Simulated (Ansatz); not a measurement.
# Cs on Pt(111): change of the work function, part 2 of 2

How does one ordered layer of Cs (fcc site) change the work function of Pt(111), and what dipole does each adsorbate carry?

Ansatz 0.2.0; plane-wave DFT, PBE, Ansatz PAW.

So far, work function, upper face (eV): step 2 (the clean slab) 5.70.

**3. The covered slab**

System of this step: Cs/Pt(111). The cell holds 17 atoms: 16 Pt and 1 Cs. Its edges and angles: a = 5.544 Å, b = 5.544 Å, c = 28.477 Å, α = 90.0°, β = 90.0°, γ = 60.0°. Vacuum lies along c.

The clean slab as it ended is repeated in the plane and the adsorbate is set on one face; the cell's size fixes the coverage, and the k-mesh shrinks with it to keep the sampling density about even. Adsorbate and upper layers relax, since the dipole depends on the height.

Input file input.yaml:

```yaml
crystal:
  lattice:
    - [5.5437171645, 1.0e-10, 0.0]
    - [2.7718585822, 4.8009998959, 0.0]
    - [0.0, 0.0, 28.4773738174]
  atoms:
    - { symbol: Pt, position: [0.0, 0.0, 0.3160403785] }
    - { symbol: Pt, position: [0.1666666667, 0.1666666667, 0.3955144575] }
    - { symbol: Pt, position: [0.3333333333, 0.3333333333, 0.4765176957] }
    - { symbol: Pt, position: [0.0, 0.0, 0.5585309079] }
    - { symbol: Pt, position: [0.0, 0.5, 0.3160403785] }
    - { symbol: Pt, position: [0.1666666667, 0.6666666667, 0.3955144575] }
    - { symbol: Pt, position: [0.3333333333, 0.8333333333, 0.4765176957] }
    - { symbol: Pt, position: [0.0, 0.5, 0.5585309079] }
    - { symbol: Pt, position: [0.5, 0.0, 0.3160403785] }
    - { symbol: Pt, position: [0.6666666667, 0.1666666667, 0.3955144575] }
    - { symbol: Pt, position: [0.8333333333, 0.3333333333, 0.4765176957] }
    - { symbol: Pt, position: [0.5, 0.0, 0.5585309079] }
    - { symbol: Pt, position: [0.5, 0.5, 0.3160403785] }
    - { symbol: Pt, position: [0.6666666667, 0.6666666667, 0.3955144575] }
    - { symbol: Pt, position: [0.8333333333, 0.8333333333, 0.4765176957] }
    - { symbol: Pt, position: [0.5, 0.5, 0.5585309079] }
    - { symbol: Cs, position: [0.1666666667, 0.1666666667, 0.6839596215] }
kpoints:
  mp_grid: { grid: [6, 6, 1] }
hamiltonian:
  xc: pbe
scf:
  occupations: { method: fermi_dirac, width: 0.1 }
  convergence: { dr2_threshold: 1.0e-08 }
efield:
  axis: 3
  dipole_correction: true
  ramp_position: 0.97
  ramp_width: 0.06
relax:
  f_tol: 0.02
  max_steps: 60
  constraints: [{ sites: [0, 1, 4, 5, 8, 9, 12, 13] }]
output:
  dos: { projected: true, e_range: [-8, 4] }
  write_potential: true
  write_density: true
  volumetric_format: npy
  elf: true
```

The run is started by

```sh
$ ansatz run input.yaml --threads 4 --pin off --max-ram 6144MiB --backend cpu --events-out ev --progress --plain --runs-dir out
```

The log of the run:

```text
[...]
Crystal: 17 atoms, lattice volume = 757.936 Å³
Basis set: ecut = 420 eV, 14843 PW (Γ), exchange–correlation on 80×80×384 points (8 copies of the dense FFT grid, shifted against one another)
Bands: 179, of which v1, the nominal top of the filled ones, is band 149 counted from 1 (148 counted from 0)
Symmetry: 6 space group operations
[...]
k-points: 7 of 36 (time reversal used)
[...]
SCF iter   1: F=—  HF=-206036.262043 eV  |F-HF|=—  |Δ(HF+E_count)|=         —  Δρ=6.61e-3  dr2=4.06e0  ethr=1.77e-3  p=0.522 e·Å  D=1.25e-1 V/Å  ΔV_dip=-3.55 eV  dr2_dipole=2.07e-1  V_vac-E_F(+/−)=1.64/5.19 eV  ⟨swp⟩=8.6  Hψ=5471  notcnv=0  defer=36
[...]
SCF iter  12: F=-206036.207788 eV  HF=-206036.207788 eV  |F-HF|=2.10e-8  |Δ(HF+E_count)|=   1.11e-7  Δρ=6.85e-7  dr2=9.14e-9  ethr=3.37e-12  p=0.532 e·Å  D=1.27e-1 V/Å  ΔV_dip=-3.62 eV  dr2_dipole=5.55e-10  V_vac-E_F(+/−)=2.04/5.66 eV  ⟨swp⟩=14.0  Hψ=10134  notcnv=0
SCF 1 converged in 12 iterations: F = -206036.207788 eV  dr2 = 9.14e-9
[...]
relax step   1: F+E_penalty+E_count = -206036.20778761 eV  Δ(F+E_penalty+E_count) = +0.000e0 eV  max|allowed force component| = 7.885e-1 eV/Å  Δτ_max = 0.0000 Å  (12 SCF iters, accepted)
[...]
SCF iter  11: F=-206036.312602 eV  HF=-206036.312602 eV  |F-HF|=1.02e-9  |Δ(HF+E_count)|=   5.70e-9  Δρ=3.59e-7  dr2=2.72e-9  ethr=3.37e-12  p=0.546 e·Å  D=1.30e-1 V/Å  ΔV_dip=-3.71 eV  dr2_dipole=3.91e-11  V_vac-E_F(+/−)=1.95/5.66 eV  ⟨swp⟩=14.0  Hψ=8758  notcnv=0
SCF 2 converged in 11 iterations: F = -206036.312602 eV  dr2 = 2.72e-9
[...]
relax step   2: F+E_penalty+E_count = -206036.31260155 eV  Δ(F+E_penalty+E_count) = -1.048e-1 eV  max|allowed force component| = 7.628e-1 eV/Å  Δτ_max = 0.0997 Å  (11 SCF iters, accepted)
SCF iter   1: F=—  HF=-206036.459663 eV  |F-HF|=—  |Δ(HF+E_count)|=         —  Δρ=1.88e-3  dr2=1.49e-1  ethr=1.45e-3  p=0.546 e·Å  D=1.30e-1 V/Å  ΔV_dip=-3.71 eV  dr2_dipole=7.02e-3  V_vac-E_F(+/−)=1.97/5.68 eV  ⟨swp⟩=4.9  Hψ=2388  notcnv=0  defer=58
[...]
SCF iter  12: F=-206036.456495 eV  HF=-206036.456495 eV  |F-HF|=2.10e-9  |Δ(HF+E_count)|=   1.20e-8  Δρ=4.26e-7  dr2=5.01e-9  ethr=3.37e-12  p=0.573 e·Å  D=1.37e-1 V/Å  ΔV_dip=-3.89 eV  dr2_dipole=4.66e-10  V_vac-E_F(+/−)=1.77/5.67 eV  ⟨swp⟩=13.1  Hψ=9684  notcnv=0
SCF 3 converged in 12 iterations: F = -206036.456495 eV  dr2 = 5.01e-9
relax step   3: F+E_penalty+E_count = -206036.45649531 eV  Δ(F+E_penalty+E_count) = -1.439e-1 eV  max|allowed force component| = 6.007e-1 eV/Å  Δτ_max = 0.1955 Å  (12 SCF iters, accepted)
[...]
relax step   4: F+E_penalty+E_count = -206036.54570766 eV  Δ(F+E_penalty+E_count) = -8.921e-2 eV  max|allowed force component| = 2.657e-1 eV/Å  Δτ_max = 0.1960 Å  (12 SCF iters, accepted)
[...]
relax step   5: F+E_penalty+E_count = -206036.56435284 eV  Δ(F+E_penalty+E_count) = -1.865e-2 eV  max|allowed force component| = 1.075e-1 eV/Å  Δτ_max = 0.0980 Å  (11 SCF iters, accepted)
SCF iter   1: F=—  HF=-206036.565614 eV  |F-HF|=—  |Δ(HF+E_count)|=         —  Δρ=5.00e-4  dr2=1.80e-2  ethr=1.05e-5  p=0.614 e·Å  D=1.47e-1 V/Å  ΔV_dip=-4.17 eV  dr2_dipole=5.76e-3  V_vac-E_F(+/−)=1.49/5.66 eV  ⟨swp⟩=3.7  Hψ=2518  notcnv=0  defer=35
[...]
SCF iter  10: F=-206036.566397 eV  HF=-206036.566397 eV  |F-HF|=5.24e-9  |Δ(HF+E_count)|=   8.56e-9  Δρ=3.09e-7  dr2=6.84e-9  ethr=3.37e-12  p=0.618 e·Å  D=1.48e-1 V/Å  ΔV_dip=-4.20 eV  dr2_dipole=6.03e-10  V_vac-E_F(+/−)=1.45/5.65 eV  ⟨swp⟩=8.7  Hψ=7390  notcnv=0
SCF 6 converged in 10 iterations: F = -206036.566397 eV  dr2 = 6.84e-9
relax step   6: F+E_penalty+E_count = -206036.56639675 eV  Δ(F+E_penalty+E_count) = -2.044e-3 eV  max|allowed force component| = 1.581e-2 eV/Å  Δτ_max = 0.0416 Å  (10 SCF iters, accepted)
NSCF: frozen V_eff on 7 k-points
[...]
WARN: The output density's exchange-correlation potential varies sharply where the density is thin. Do not read a vacuum level from v_tot or v_xc, or from such a field of the output density. On a cell that repeats whose density bears no net charge and no dipole along the vacuum's axis use v_es (v_loc + v_h of the components); under efield.dipole_correction with no amplitude use v_es + v_field, which holds any externa [...]
SCF converged after 10 iterations
Free energy (F): -206036.566397 eV
[...]
Internal energy: -206035.707355 eV  (E = F + TS)
E sigma→0 (E₀):  -206036.136876 eV
Entropy (-TS):   -0.859042 eV (-50.532 meV/atom)
Fermi energy:    5.694520 eV
Dipole field:    D = 0.147655 V/Å  (p = 0.618470 e·Å, saw-weighted, corrected)
Work function:   Φ+ = 1.4499 eV   Φ− = 5.6549 eV
[...]
--- Forces (eV/Å), atoms counted from 1 ---
  atom   1  Pt     0.00071530     0.00041298    -0.49011491
  atom   2  Pt     0.00000000    -0.00000000     0.50566790
  atom   3  Pt     0.00081649     0.00047140    -0.00329414
  atom   4  Pt     0.00225657     0.00130283     0.00272037
  atom   5  Pt     0.00000000    -0.00082596    -0.49011491
  atom   6  Pt     0.02815612    -0.01625595     0.46979354
  atom   7  Pt     0.00000000    -0.00094280    -0.00329414
  atom   8  Pt     0.00000000    -0.00260566     0.00272037
  atom   9  Pt    -0.00071530     0.00041298    -0.49011491
  atom  10  Pt    -0.00000000     0.03251189     0.46979354
  atom  11  Pt    -0.00081649     0.00047140    -0.00329414
  atom  12  Pt    -0.00225657     0.00130283     0.00272037
  atom  13  Pt     0.00000000     0.00000000    -0.44384378
  atom  14  Pt    -0.02815612    -0.01625595     0.46979354
  atom  15  Pt    -0.00000000     0.00000000    -0.00506340
  atom  16  Pt     0.00000000     0.00000000    -0.00992007
  atom  17  Cs     0.00000000    -0.00000000     0.01580742
  max |Σ_I F_I| component: 3.73e-5 eV/Å
--- Band table (eV; the first three rows and the last of 7) ---
  k-point 0: bands = [... 145 lower, 6.0377, 6.0377, 6.2770, 6.2823, 6.2848, 6.2848, 6.3109, 6.3146, ... 26 higher]
  k-point 1: bands = [... 145 lower, 5.7864, 5.8027, 5.8121, 5.8152, 5.9777, 6.0097, 6.0131, 6.0449, ... 26 higher]
  k-point 2: bands = [... 145 lower, 5.2961, 5.3249, 5.6603, 5.6741, 5.6817, 5.7418, 5.9796, 5.9912, ... 26 higher]
  k-point 6: bands = [... 145 lower, 5.2751, 5.2985, 5.3194, 5.3202, 5.3761, 5.4169, 5.4362, 5.4376, ... 26 higher]
--- Relaxed structure (6 steps of the walk, 6 accepted, 0 SCFs on fresh bases) ---
  F+E_penalty+E_count = -206036.56639675 eV   max|allowed force component| = 1.581e-2 eV/Å
  atoms:
    - { symbol: Pt, position: [-1.795949e-17, -1.795949e-17, 0.316040] }
    - { symbol: Pt, position: [0.166667, 0.166667, 0.395514] }
    - { symbol: Pt, position: [0.333689, 0.333689, 0.477085] }
    - { symbol: Pt, position: [-0.00112093, -0.00112093, 0.559074] }
    - { symbol: Pt, position: [2.775558e-17, 0.500000, 0.316040] }
    - { symbol: Pt, position: [0.166667, 0.666667, 0.395514] }
    - { symbol: Pt, position: [0.333689, 0.832621, 0.477085] }
    - { symbol: Pt, position: [-0.00112093, 0.502242, 0.559074] }
    - { symbol: Pt, position: [0.500000, -1.795949e-17, 0.316040] }
    - { symbol: Pt, position: [0.666667, 0.166667, 0.395514] }
    - { symbol: Pt, position: [0.832621, 0.333689, 0.477085] }
    - { symbol: Pt, position: [0.502242, -0.00112093, 0.559074] }
    - { symbol: Pt, position: [0.500000, 0.500000, 0.316040] }
    - { symbol: Pt, position: [0.666667, 0.666667, 0.395514] }
    - { symbol: Pt, position: [0.833333, 0.833333, 0.476021] }
    - { symbol: Pt, position: [0.500000, 0.500000, 0.561504] }
    - { symbol: Cs, position: [0.166667, 0.166667, 0.661807] }
```

The job ended after 3.9 min (4 threads of Arm Neoverse V1, shared host; peak memory 3.2 GiB; 15 min of CPU time).

The steps of the relaxation:

```
step  energy less that of the first step (eV)  largest force component (eV/Å)
   1                                   0.0000                          0.7885
   2                                  -0.1048                          0.7628
   3                                  -0.2487                          0.6007
   4                                  -0.3379                          0.2657
   5                                  -0.3566                          0.1075
   6                                  -0.3586                          0.0158
```

Forces are held to the 6 operations that the program found; a distortion that breaks them can't arise in this run.

The atoms that moved most (Å):

```
atom      dx      dy      dz  length
Cs17   0.000   0.000  -0.631   0.631
Pt16   0.000   0.000   0.085   0.085
 Pt4  -0.009  -0.005   0.015   0.019
Pt12   0.009  -0.005   0.015   0.019
 Pt8   0.000   0.011   0.015   0.019
 Pt7   0.000  -0.003   0.016   0.017
 Pt3   0.003   0.002   0.016   0.017
Pt11  -0.003   0.002   0.016   0.017
```

The relaxed structure:

```xyz
17
Lattice="5.5437 0.0000 0.0000 2.7719 4.8010 0.0000 0.0000 0.0000 28.4774" Properties=species:S:1:pos:R:3
Pt    0.0000    0.0000    9.0000
Pt    1.3859    0.8002   11.2632
Pt    2.7748    1.6020   13.5861
Pt   -0.0093   -0.0054   15.9210
Pt    1.3859    2.4005    9.0000
Pt    2.7719    3.2007   11.2632
Pt    4.1578    3.9974   13.5861
Pt    1.3859    2.4113   15.9210
Pt    2.7719    0.0000    9.0000
Pt    4.1578    0.8002   11.2632
Pt    5.5408    1.6020   13.5861
Pt    2.7812   -0.0054   15.9210
Pt    4.1578    2.4005    9.0000
Pt    5.5437    3.2007   11.2632
Pt    6.9296    4.0008   13.5558
Pt    4.1578    2.4005   15.9902
Cs    1.3859    0.8002   18.8465
```

Numbers from this step:

```yaml
energy_at_zero_smearing: -206036.1369 eV
work_function_upper_face: 1.450 eV
work_function_lower_face: 5.655 eV
dipole_along_the_normal: 0.6185 e·Å
step_between_the_vacuum_levels: -4.205 eV
```

Running mean over 2.263 Å of the planar mean; the ramp of the sawtooth is left out. Electron's electrostatic potential energy less the Fermi level against z:

```
z (Å)  electron's electrostatic potential energy less the Fermi level (eV)
    4                                                                 5.65
    5                                                                 5.65
    6                                                                 5.59
    7                                                                 4.58
    8                                                                -4.99
    9                                                                -11.6
   10                                                                -12.1
   11                                                                -12.2
   12                                                                -11.7
   13                                                                -11.8
   14                                                                -11.7
   15                                                                -10.9
   16                                                                -11.5
   17                                                                -5.42
   18                                                               0.0217
   19                                                                -1.63
   20                                                               -0.607
   21                                                                0.990
   22                                                                 1.33
   23                                                                 1.41
   24                                                                 1.44
   25                                                                 1.45
```

The density of states has structure finer than the step of the table below, so its rows give means over 0.5 eV. Peaks (eV: height): -3.22: 51.9, -3.07: 55.2, -3.01: 49.2, -2.95: 65.7, -2.05: 65.1, -0.57: 64.7, 0.06: 49.4.

Table of density of states by energy, zero at the Fermi level; means over each step:

```
energy (eV)  density of states (states/eV a cell)
       -7.5                                  2.29
       -7.0                                  5.96
       -6.5                                  12.3
       -6.0                                  17.5
       -5.5                                  21.8
       -5.0                                  15.3
       -4.5                                  18.8
       -4.0                                  21.3
       -3.5                                  29.8
       -3.0                                  37.2
       -2.5                                  18.0
       -2.0                                  26.9
       -1.5                                  23.7
       -1.0                                  27.9
       -0.5                                  27.0
        0.0                                  27.7
        0.5                                  10.5
        1.0                                  5.26
        1.5                                  6.28
```

Projected DOS per atom over height of the atomic layer and energy from the Fermi level. Layers: Pt4 Pt4 Pt4 Pt4 Cs from below.

Values in states/eV, 22 rows by 5 columns, each cell a mean:
```
0.38 0.33 0.37 0.36 0.30
0.17 0.13 0.14 0.18 0.73
0.33 0.27 0.28 0.38 0.50
0.81 0.72 0.72 0.73 0.72
1.71 2.08 1.97 1.27 0.36
1.75 1.39 1.31 1.80 0.09
1.83 1.32 1.40 1.96 0.16
1.81 1.18 1.34 1.91 0.17
1.67 0.97 1.30 1.70 0.16
1.45 1.06 1.12 1.72 0.08
2.08 1.26 1.35 1.89 0.05
2.42 2.00 1.90 2.54 0.04
1.56 1.68 1.64 1.59 0.02
1.01 1.48 1.65 1.24 0.02
1.10 1.12 1.29 1.12 0.01
0.86 1.01 1.05 0.88 0.01
1.11 1.71 1.60 1.24 0.03
0.90 1.62 1.36 0.66 0.03
0.52 1.21 1.03 0.38 0.03
0.32 0.58 0.47 0.26 0.04
0.12 0.21 0.21 0.10 0.02
0.10 0.19 0.18 0.08 0.03
```
Columns: height of the atomic layer (Å) from 9 to 18.8 (not evenly spaced); rows upwards: energy from the Fermi level (eV) from -7.96 to 1.95.

Electrostatic potential energy in the ca plane at fractional y = 0.167, with atoms of Pt and Cs within 0.2 Å of it. With pseudopotentials it is smooth inside the atoms' cores, unlike the true potential.

Ten even steps from '0' (-46 eV) to '9' (9 eV), each cell a mean:
```
68998889986447898545899988788999999999999999
68998889986446898546899999999999999999999999
78975357998668998777999999999999999999999999
99840004899889999989999999999999999999999999
99720002799999999999999999999999999999999999
99830002799999999999999999999999999999999999
89862026898888999878999999999999999999999999
68987778987557998656899999999999999999999999
58999899986336897435899998889999999999999999
78987678987557998657899986668899999999999999
89862026898888999888999854445899999999999999
99830002799999999999999745544789999999999999
99720002799999999999999645554689999999999999
89840004899889999989999754545799999999999999
78985357998678998767999865457899999999999999
```
Columns run along c (16.0 Å, from fractional 0.33 to 0.89 of the cell; values clipped at the 3rd and 97th percentile), rows up along a (5.5 Å). Atoms in or near the plane, at fractional coordinates: Pt at (0.40, 0.17), Pt at (0.40, 0.67), Cs at (0.66, 0.17).

ELF in the ca plane at fractional y = 0.167, with atoms of Pt and Cs within 0.2 Å of it. It is the smooth field of the valence electrons, not physical close to the nuclei.

Values, 8 rows by 16 columns, each cell a mean:
```
0.30 0.24 0.25 0.28 0.40 0.26 0.38 0.32 0.16 0.60 0.51 0.10 0.02 0.03 0.02 0.01
0.25 0.40 0.41 0.26 0.30 0.21 0.28 0.27 0.12 0.06 0.06 0.02 0.02 0.03 0.02 0.01
0.24 0.56 0.57 0.24 0.23 0.14 0.25 0.26 0.13 0.02 0.01 0.01 0.02 0.03 0.02 0.01
0.25 0.42 0.43 0.25 0.28 0.20 0.29 0.27 0.12 0.04 0.05 0.02 0.02 0.03 0.02 0.01
0.30 0.24 0.25 0.28 0.40 0.26 0.38 0.32 0.16 0.57 0.49 0.09 0.02 0.03 0.02 0.01
0.25 0.40 0.41 0.26 0.30 0.21 0.28 0.25 0.43 0.78 0.81 0.28 0.03 0.03 0.02 0.01
0.24 0.56 0.57 0.24 0.23 0.15 0.25 0.22 0.57 0.22 0.77 0.38 0.04 0.03 0.02 0.01
0.25 0.42 0.43 0.25 0.28 0.20 0.28 0.25 0.45 0.74 0.82 0.29 0.03 0.03 0.02 0.01
```
Columns run along c (16.0 Å, from fractional 0.33 to 0.89 of the cell), rows up along a (5.5 Å). Atoms in or near the plane, at fractional coordinates: Pt at (0.40, 0.17), Pt at (0.40, 0.67), Cs at (0.66, 0.17).

Valence density in the ca plane at fractional y = 0.167, with atoms of Pt and Cs within 0.2 Å of it. It is the smooth field of the valence electrons, not physical close to the nuclei.

Values in units of 1e0 e/Å³, 8 rows by 16 columns, each cell a mean:
```
0.7 0.4 0.4 0.6 1.6 0.4 1.5 0.6 0.1 0.2 0.1 0.0 0.0 0.0 0.0 0.0
0.4 2.0 2.1 0.4 0.7 0.3 0.6 0.3 0.0 0.0 0.0 0.0 0.0 0.0 0.0 0.0
0.3 5.9 6.1 0.3 0.3 0.2 0.3 0.2 0.0 0.0 0.0 0.0 0.0 0.0 0.0 0.0
0.4 2.3 2.4 0.4 0.6 0.3 0.6 0.3 0.0 0.0 0.0 0.0 0.0 0.0 0.0 0.0
0.7 0.4 0.4 0.6 1.6 0.4 1.5 0.6 0.1 0.2 0.1 0.0 0.0 0.0 0.0 0.0
0.4 2.0 2.1 0.4 0.7 0.3 0.6 0.3 0.3 0.9 0.5 0.0 0.0 0.0 0.0 0.0
0.3 5.9 6.1 0.3 0.3 0.2 0.3 0.2 0.5 0.5 0.8 0.1 0.0 0.0 0.0 0.0
0.4 2.3 2.4 0.4 0.6 0.3 0.6 0.3 0.3 0.9 0.6 0.0 0.0 0.0 0.0 0.0
```
Columns run along c (16.0 Å, from fractional 0.33 to 0.89 of the cell), rows up along a (5.5 Å). Atoms in or near the plane, at fractional coordinates: Pt at (0.40, 0.17), Pt at (0.40, 0.67), Cs at (0.66, 0.17).

The relaxation took 6 steps and lowered the energy by 0.36 eV; the largest force on the free atoms ends at 0.016 eV/Å.

By hand: a sheet of dipoles makes a step −p/(ε₀A) in the electron's potential. With e/ε₀ = 180.95 V·Å, p = 0.6185 e·Å and A = 26.62 Å², that is −180.95 × (0.6185) / 26.62 = -4.205 eV, and the two vacuum levels of the run differ by -4.205 eV.

The covered face has 1.45 eV, -4.25 eV against the clean one; the bare back face has moved by -0.02 eV, a measure of how thin the slab is.

**4. Work function against coverage**

This step: plane-wave DFT, PBE, Ansatz PAW; work function against coverage (Ansatz 0.2.0).

The runs are now put side by side.

This step gave:

```yaml
work_function_of_the_clean_face: 5.703 eV
largest_change_of_the_work_function: -4.253 eV
```

The work function of the covered face by coverage:

```
coverage (adsorbates/nm²)  work function of the covered face (eV)
                     0.00                                    5.70
                     3.76                                    1.45
```

The dipole per adsorbate comes from the change of the cell's dipole. Coverage, by row:

```
coverage (1/nm²)  coverage (ML)  work function (eV)  change (eV)  dipole per adsorbate, positive end outwards (debye)  mean height of the added atoms over the highest substrate atom (Å)
           3.757           0.25                1.45       -4.253                                                2.993                                                               2.856
```

**5. What came out**

```
work function of the clean face                        : 5.70 eV
work function at 0.25 ML                               : 1.45 eV
dipole per adsorbate at 0.25 ML, positive end outwards : 2.99 D
```

Cs lowers the work function of Pt(111) at the lowest coverage, by 4.25 eV: the adsorbate layer has its positive end outwards. One coverage alone was completed, so no trend follows. The slab has 4 layers, at the tabulated experimental lattice constant, one starting site was run, and quantum-size effects of a slab this thin can reach one or two tenths of an eV.

[Long decimals in the printed logs are rounded to 6 places.]

[Logs are printed without paths, hosts, clocks, repeated set-up lines and the standing remarks that a program may print on its own settings, such as how far it seeks lower states.]

[Hosts, paths, dates, database ids (printed as entryN), source tags and the programs' standing remarks are cut or masked in the printed files.]

[Maps of the electrostatic potential energy from Ansatz leave out the sawtooth potential of an applied field or a dipole correction, so their vacuum need not be flat; planar profiles and work functions include it.]

[The density of states shown here was stored with 400 of the rows of the run's finer table, so its peaks can read low, often by over a quarter, or be missed, and its means over a window can be off by a tenth or more.]
